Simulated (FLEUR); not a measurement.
**Collinear magnetic orders of MnS with FLEUR**

Wanted: the moments of MnS and the energy of each order that was tried.

Method: PBEsol with U = 4 eV on Mn d; all-electron FLAPW, Dirac cores, scalar-relativistic bands, in FLEUR MaX-R8.1.

## Step 1: Set-up

It takes space group P6_3mc (No. 186, hexagonal). Conventional cell: a = 3.954 Å, b = 3.954 Å, c = 6.343 Å, α = 90.00°, β = 90.00°, γ = 120.00°. Nearest to Mn lie 4 S at 2.36 to 2.42 Å. Nearest to S lie 4 Mn at 2.36 to 2.42 Å. Farther neighbours and most contacts between anions are not listed.

As a file:

```xyz
4
Lattice="3.9536 0.0000 0.0000 -1.9768 3.4239 0.0000 0.0000 0.0000 6.3425" Properties=species:S:1:pos:R:3 pbc="T T T"
Mn    0.0000    2.2826    6.3352
Mn    1.9768    1.1413    3.1640
S     1.9768    1.1413    0.8001
S     0.0000    2.2826    3.9713
```

The cell comes from a database of computed structures and need not be the stable phase.

## Step 2: Run 1 (ferro ++)

The parallel start is the test of whether parallel moments hold. The U counters the self-interaction that shrinks the moments of a localised shell.

inpgen writes inp.xml from crystal.txt; cutoffs, mixing, functional, smearing and local orbitals are then set in the file. The k list default-1 (kpts.xml, not shown) is a Γ-centred 6×6×6 mesh; where the ranks do not divide the number of points, some are split in two of half the weight.

Input file inp.xml:

```
<?xml version="1.0" encoding="UTF-8" standalone="no"?>
<fleurInput fleurInputVersion="0.39">
   <comment>
      MnS
   </comment>
   <calculationSetup>
      <cutoffs Kmax="4.36" Gmax="13.1" GmaxXC="13.1" numbands="0"/>
      <scfLoop itmax="130" minDistance="0.0001" maxIterBroyd="15" imix="Anderson" alpha="0.05" precondParam="0.0" spinf="2.0" sdNocoIR="T"/>
      <coreElectrons ctail="T" frcor="F" kcrel="1" coretail_lmax="0"/>
      <xcFunctional name="PBEs" relativisticCorrections="F"/>
      <magnetism jspins="2"/>
      <soc l_soc="F" theta="0.0" phi="0.0" spav="F"/>
      <expertModes spex="0" secvar="F"/>
      <geometryOptimization l_f="F" forcealpha="1.0" forcemix="BFGS" epsdisp="0.00001" epsforce="0.00001"/>
      <ldaU l_linMix="F" mixParam="0.05" spinf="1.0"/>
   </calculationSetup>
   <cell>
      <bzIntegration valenceElectrons="42.0" mode="hist" fermiSmearingEnergy="0.00183747">
         <kPointListSelection listName="default-1"/>
         <xi:include xmlns:xi="http://www.w3.org/2001/XInclude" href="kpts.xml"> </xi:include>
      </bzIntegration>
      <xi:include xmlns:xi="http://www.w3.org/2001/XInclude" href="sym.xml"> </xi:include>
      <bulkLattice scale="1.0">
         <bravaisMatrix>
            <row-1>    7.4711775975757000     0.0000000000377945     0.0000000000000000</row-1>
            <row-2>   -3.7355887988256447     6.4702295956598190     0.0000000000000000</row-2>
            <row-3>    0.0000000000000000     0.0000000000000000    11.9856424827714552</row-3>
         </bravaisMatrix>
      </bulkLattice>
   </cell>
   <atomSpecies>
      <species name="Manganese 4.500" element="Mn" atomicNumber="25">
         <mtSphere radius="2.64" gridPoints="873" logIncrement="0.014"/>
         <atomicCutoffs lmax="10" lnonsphr="8"/>
         <electronConfig flipSpins="F">
            <coreConfig>(1s1/2) (2s1/2) (2p1/2) (2p3/2)</coreConfig>
            <valenceConfig>(3s1/2) (3p1/2) (3p3/2) (4s1/2) (3d3/2) (3d5/2)</valenceConfig>
            <stateOccupation state="(3d3/2)" spinUp="1.75" spinDown="0.25"/>
            <stateOccupation state="(3d5/2)" spinUp="3.0" spinDown="0.0"/>
         </electronConfig>
         <energyParameters s="4" p="4" d="3" f="4"/>
         <ldaU l="2" U="4.0" J="0.0" l_amf="F"/>
         <lo type="SCLO" l="0" n="3" eDeriv="0"/>
         <lo type="SCLO" l="1" n="3" eDeriv="0"/>
      </species>
      <species name="Sulfur (S)" element="S" atomicNumber="16">
         <mtSphere radius="1.72" gridPoints="569" logIncrement="0.02"/>
         <atomicCutoffs lmax="6" lnonsphr="4"/>
         <electronConfig flipSpins="F">
            <coreConfig>(1s1/2) (2s1/2) (2p1/2) (2p3/2)</coreConfig>
            <valenceConfig>(3s1/2) (3p1/2) (3p3/2)</valenceConfig>
            <stateOccupation state="(3p1/2)" spinUp="0.666667" spinDown="0.666667"/>
            <stateOccupation state="(3p3/2)" spinUp="1.333333" spinDown="1.333333"/>
         </electronConfig>
         <energyParameters s="3" p="3" d="3" f="4"/>
      </species>
   </atomSpecies>
   <atomGroups>
      <atomGroup species="Manganese 4.500">
         <relPos label="                   1">1.000/3.000 -1.000/3.000 -.0011469450</relPos>
         <relPos label="                   2">-1.000/3.000 1.000/3.000 .4988530550</relPos>
         <force calculate="T" relaxXYZ="TTT"/>
      </atomGroup>
      <atomGroup species="Sulfur (S)">
         <relPos label="                   3">-1.000/3.000 1.000/3.000 .1261474500</relPos>
         <relPos label="                   4">1.000/3.000 -1.000/3.000 -.3738525500</relPos>
         <force calculate="T" relaxXYZ="TTT"/>
      </atomGroup>
   </atomGroups>
   <output dos="F" band="F" slice="F">
      <bandDOS minEnergy="-.5*Htr" maxEnergy="0.5*Htr" sigma="0.015" storeEVData="T"/>
      <plotting iplot="0" polar="F">
         <plot TwoD="T" vec1="  1.0  0.0  0.0" vec2="  0.0  1.0  0.0" vec3="  0.0  0.0  1.0" zero="  0.0  0.0  0.0" file="plot"/>
      </plotting>
      <moessbauerParams electricFieldGradient="F" isomerShift="T" coreHyperfine="T" valenceHyperfine="T"/>
   </output>
</fleurInput>
```

Input file crystal.txt:

```
MnS
&input film=F cartesian=F /
3.95357692330  0.00000000002  0.00000000000
-1.97678846167  3.42389805138  0.00000000000
0.00000000000  0.00000000000  6.34252886000
1.8897261246
1.0 1.0 1.0

4
25 0.33333333333  0.66666666667  0.99885305500 : 4.500
25 0.66666666667  0.33333333333  0.49885305500 : 4.500
16 0.66666666667  0.33333333333  0.12614745000
16 0.33333333333  0.66666666667  0.62614745000

&kpt div1=6 div2=6 div3=6 gamma=T /
```

The run is started by

```bash
$ OMP_NUM_THREADS=1 inpgen -f crystal.txt > inpgen.log  # inp.xml is then edited as shown
$ OMP_NUM_THREADS=1 mpirun -n 4 fleur_MPI > fleur.log
```

Log:

```text
Welcome to FLEUR        (www.flapw.de)
      MaX-Release 8.1          (www.max-centre.eu)

 ========== k-point set info ==========
 Selected k-point list: default-1
 k-point list type: mesh
 6 x 6 x 6
 Number of k points: 28

 ------------Calculation Setup---------------------------
 Number of MPI-tasks      :            4
 Number of PE/node        :            4
 Number of OMP-threads    :            1
 k-points in parallel     :            4
 pe's per k-point         :            1
 No of k-point loops      :            7
 Eigenvalue solver        :       lapack
 Number of basis functions:          847
 Approximate size of matrices (H+S) per k-point:         0.021 GB
 --------------------------------------------------------
 no density matrix found ... skipping LDA+U
 [... lines of the core solver left out ...]
 Reset of history
 Iteration:     1   Distance:       8.66318918 me/bohr^3
 [... lines of the core solver left out ...]
 Iteration:     2   Distance:       8.30235577 me/bohr^3
 [... lines of the core solver left out ...]
 Iteration:     3   Distance:       7.65377761 me/bohr^3
 [... lines of the core solver left out ...]
 Iteration:     4   Distance:       3.90160604 me/bohr^3
 [... lines of the core solver left out ...]
 Iteration:     5   Distance:       1.80840130 me/bohr^3
 [... lines of the core solver left out ...]
 Iteration:     6   Distance:       1.54083839 me/bohr^3
 [... lines of the core solver left out ...]
 Iteration:     7   Distance:       0.32848729 me/bohr^3
 [... lines of the core solver left out ...]
[... rest left out ...]

--- out.xml (last complete iteration) ---
<iteration numberForCurrentRun="   18" overallNumber="   18">
         <energyParameters units="Htr">
            <atomicEP atomType="1" spin="1" branch="4s" branchLowest="-2.81" branchHighest="1.09" value="0.0587329396"/>
            <atomicEP atomType="1" spin="1" branch="4p" branchLowest="-1.66" branchHighest="1.56" value="0.1971061953"/>
            <atomicEP atomType="1" spin="1" branch="3d" branchLowest="-9.99" branchHighest="0.15" value="0.0712748874"/>
            <atomicEP atomType="1" spin="1" branch="4f" branchLowest="-9.99" branchHighest="2.57" value="0.5132829598"/>
            <loAtomicEP atomType="1" spin="1" branch="3s" branchLowest="-26.90" branchHighest="-2.81" value="-2.8120507193"/>
            <loAtomicEP atomType="1" spin="1" branch="3p" branchLowest="-22.73" branchHighest="-1.66" value="-1.6686060416"/>
            <atomicEP atomType="2" spin="1" branch="3s" branchLowest="-7.34" branchHighest="1.42" value="-0.4638046639"/>
            <atomicEP atomType="2" spin="1" branch="3p" branchLowest="-5.32" branchHighest="2.01" value="-0.2370971823"/>
            <atomicEP atomType="2" spin="1" branch="3d" branchLowest="-9.99" branchHighest="2.47" value="-0.0319982961"/>
            <atomicEP atomType="2" spin="1" branch="4f" branchLowest="-9.99" branchHighest="5.94" value="0.1323881331"/>
            <atomicEP atomType="1" spin="2" branch="4s" branchLowest="-2.63" branchHighest="1.22" value="0.1102895649"/>
            <atomicEP atomType="1" spin="2" branch="4p" branchLowest="-1.48" branchHighest="1.69" value="0.2377549090"/>
            <atomicEP atomType="1" spin="2" branch="3d" branchLowest="-9.99" branchHighest="0.33" value="0.2174068822"/>
            <atomicEP atomType="1" spin="2" branch="4f" branchLowest="-9.99" branchHighest="2.70" value="0.5448311120"/>
            <loAtomicEP atomType="1" spin="2" branch="3s" branchLowest="-26.83" branchHighest="-2.63" value="-2.6334601888"/>
            <loAtomicEP atomType="1" spin="2" branch="3p" branchLowest="-22.67" branchHighest="-1.48" value="-1.4929551987"/>
            <atomicEP atomType="2" spin="2" branch="3s" branchLowest="-7.34" branchHighest="1.42" value="-0.4611555654"/>
            <atomicEP atomType="2" spin="2" branch="3p" branchLowest="-5.32" branchHighest="2.01" value="-0.2345435819"/>
            <atomicEP atomType="2" spin="2" branch="3d" branchLowest="-9.99" branchHighest="2.47" value="-0.0294906719"/>
            <atomicEP atomType="2" spin="2" branch="4f" branchLowest="-9.99" branchHighest="5.94" value="0.1348909874"/>
         </energyParameters>
         <bandgap value="1.3816357964" units="eV"/>
         <sumValenceSingleParticleEnergies value="-30.1130315328" units="Htr"/>
         <FermiEnergy value="0.1846772201" units="Htr"/>
         <valenceDensity>
            <mtCharges spin="1">
               <mtCharge atomType="1" total="9.4181597" s="1.2473788" p="3.2948012" d="4.8363218" f="0.0286894"/>
               <mtCharge atomType="2" total="1.4916683" s="0.5295746" p="0.9465529" d="0.0143220" f="0.0010256"/>
            </mtCharges>
            <mtCharges spin="2">
               <mtCharge atomType="1" total="4.7217672" s="1.1817196" p="3.2038826" d="0.2978869" f="0.0273498"/>
               <mtCharge atomType="2" total="1.4529255" s="0.5244815" p="0.9261703" d="0.0021492" f="0.0000844"/>
            </mtCharges>
            <spinDependentCharge spin="1" total="26.0000000" interstitial="4.1803441" mtSpheres="21.8196559"/>
            <spinDependentCharge spin="2" total="16.0000000" interstitial="3.6506145" mtSpheres="12.3493855"/>
            <totalCharge value="42.0000000000"/>
         </valenceDensity>
         <allElectronCharges>
            <spinDependentCharge spin="1" total="46.0000165" interstitial="4.1820864" mtSpheres="41.8179301"/>
            <spinDependentCharge spin="2" total="35.9999835" interstitial="3.6523536" mtSpheres="32.3476299"/>
            <totalCharge value="81.9999999849"/>
         </allElectronCharges>
         <magneticMomentsInMTSpheres units="muBohr">
            <globalMagMoment atomType="1" vec="0.00000   0.00000   4.69641"/>
            <localMagMoment atomType="1" vec="0.00000   0.00000   4.69641"/>
            <globalMagMoment atomType="2" vec="0.00000   0.00000   0.03874"/>
            <localMagMoment atomType="2" vec="0.00000   0.00000   0.03874"/>
         </magneticMomentsInMTSpheres>
         <moessbauerParams unitsHFF="kG" unitsIS="e/bohr^3" unitsEFG="Htr/bohr^2">
            <coreHyperfineField atomType="1" hffTotal="-961.63408" isTotal="13018.94497">
               <shell n="1" l="0" hff="-15.51448" isomerShift="11911.65691"/>
               <shell n="2" l="0" hff="-948.47821" isomerShift="1101.77769"/>
               <shell n="2" l="1" hff="2.35861" isomerShift="5.51036"/>
            </coreHyperfineField>
            <coreHyperfineField atomType="2" hffTotal="-2.04406" isTotal="2922.35538">
               <shell n="1" l="0" hff="-1.67531" isomerShift="2715.09041"/>
               <shell n="2" l="0" hff="-0.36267" isomerShift="206.90554"/>
               <shell n="2" l="1" hff="-0.00609" isomerShift="0.35943"/>
            </coreHyperfineField>
            <isomerShift atomType="1" nucleusRadius="0.0000898" averageDensity="13181.08146"/>
            <isomerShift atomType="2" nucleusRadius="0.0000750" averageDensity="2940.58864"/>
         </moessbauerParams>
         <totalEnergy value="    -3112.2116387473" units="Htr">
            <sumOfEigenvalues value="    -1796.7302011684">
               <coreElectrons value="-1766.6171696355"/>
               <valenceElectrons value="-30.1130315328"/>
            </sumOfEigenvalues>
            <densityCoulombPotentialIntegral value="-4741.3906518231"/>
            <densityEffectivePotentialIntegral value="-4940.9576860468"/>
            <chargeDenXCDenIntegral value="-152.5548822399"/>
            <FockExchangeEnergyValence value="0.0000000000"/>
            <FockExchangeEnergyCore value="0.0000000000"/>
            <atomTypeDependentContributions atomType="1">
               <electronNucleiInteractionDifferentMTs value="2763.3828640574"/>
               <MadelungTerm value="-12.8648248505"/>
            </atomTypeDependentContributions>
            <atomTypeDependentContributions atomType="2">
               <electronNucleiInteractionDifferentMTs value="931.1976987790"/>
               <MadelungTerm value="-26.4344468252"/>
            </atomTypeDependentContributions>
            <dftUCorrection value="-0.6909190377"/>
            <tkbTimesEntropy value="0.0000000000"/>
            <freeEnergy value="-3112.2116387473"/>
            <extrapolationTo0K value="-3112.2116387473"/>
         </totalEnergy>
         <ldaUDensityMatrix>
            <densityMatrixFor spin="1" atomType="1" uIndex="1" l="2" U="4.00000000" J="0.00000000">
               (+0.96775,+0.00000) (+0.00000,+0.00000) (+0.00000,+0.00000) (+0.00002,+0.00547) (+0.00000,+0.00000)
               (+0.00000,+0.00000) (+0.96398,+0.00000) (+0.00000,+0.00000) (+0.00000,+0.00000) (+0.00002,-0.00547)
               (+0.00000,+0.00000) (+0.00000,+0.00000) (+0.97285,+0.00000) (+0.00000,+0.00000) (+0.00000,+0.00000)
               (+0.00002,-0.00547) (+0.00000,+0.00000) (+0.00000,+0.00000) (+0.96398,+0.00000) (+0.00000,+0.00000)
               (+0.00000,+0.00000) (+0.00002,+0.00547) (+0.00000,+0.00000) (+0.00000,+0.00000) (+0.96775,+0.00000)
            </densityMatrixFor>
            <densityMatrixFor spin="2" atomType="1" uIndex="1" l="2" U="4.00000000" J="0.00000000">
               (+0.06044,+0.00000) (+0.00000,+0.00000) (+0.00000,+0.00000) (+0.00030,+0.02674) (+0.00000,+0.00000)
               (+0.00000,+0.00000) (+0.04355,+0.00000) (+0.00000,+0.00000) (+0.00000,+0.00000) (+0.00030,-0.02674)
               (+0.00000,+0.00000) (+0.00000,+0.00000) (+0.08990,+0.00000) (+0.00000,+0.00000) (+0.00000,+0.00000)
               (+0.00030,-0.02674) (+0.00000,+0.00000) (+0.00000,+0.00000) (+0.04355,+0.00000) (+0.00000,+0.00000)
               (+0.00000,+0.00000) (+0.00030,+0.02674) (+0.00000,+0.00000) (+0.00000,+0.00000) (+0.06044,+0.00000)
            </densityMatrixFor>
         </ldaUDensityMatrix>
         <ldaUDensityMatrixConvergence>
            <distance spin="1" distance="0.000000"/>
            <distance spin="2" distance="0.000001"/>
         </ldaUDensityMatrixConvergence>
         <densityConvergence units="me/bohr^3">
            <chargeDensity spin="1" distance="0.0000379214"/>
            <chargeDensity spin="2" distance="0.0000241763"/>
            <overallChargeDensity distance="0.0000439899"/>
            <spinDensity distance="0.0000459341"/>
         </densityConvergence>
      </iteration>
```

Elapsed: 88 s, on 4 MPI ranks of Intel Xeon 6975P-C (Granite Rapids), shared host; peak memory 0.43 GiB.

Spin moment in the muffin-tin sphere by atom:

| atom | spin moment in the muffin-tin sphere (μB) |
| --- | --- |
| Mn1 | 4.70 |
| Mn2 | 4.70 |
| S3 | 0.04 |
| S4 | 0.04 |

Numbers from this step:

```
free energy                                                       : -84687.5930 eV
program's band gap on this mesh (in a metal only a level spacing) : 1.382 eV
magnetization                                                     : 10 μB
final state                                                       : ferromagnetic
```

After 18 cycles the largest moment stands at 4.70 μB.

[end of part 1 of 3]

[Logs and program files are shortened in this print: banners, set-up blocks, solver, clock and traceback lines can be left out without a mark of their own.]

[Logs are printed without paths, hosts, clocks, repeated set-up lines and the standing remarks that a program may print on its own settings, such as how far it seeks lower states.]

[Hosts, paths, dates, database ids (printed as entryN), source tags and the programs' standing remarks are cut or masked in the printed files.]

[Where a cell is said to come from a database of computed structures, the database is the Materials Project.]
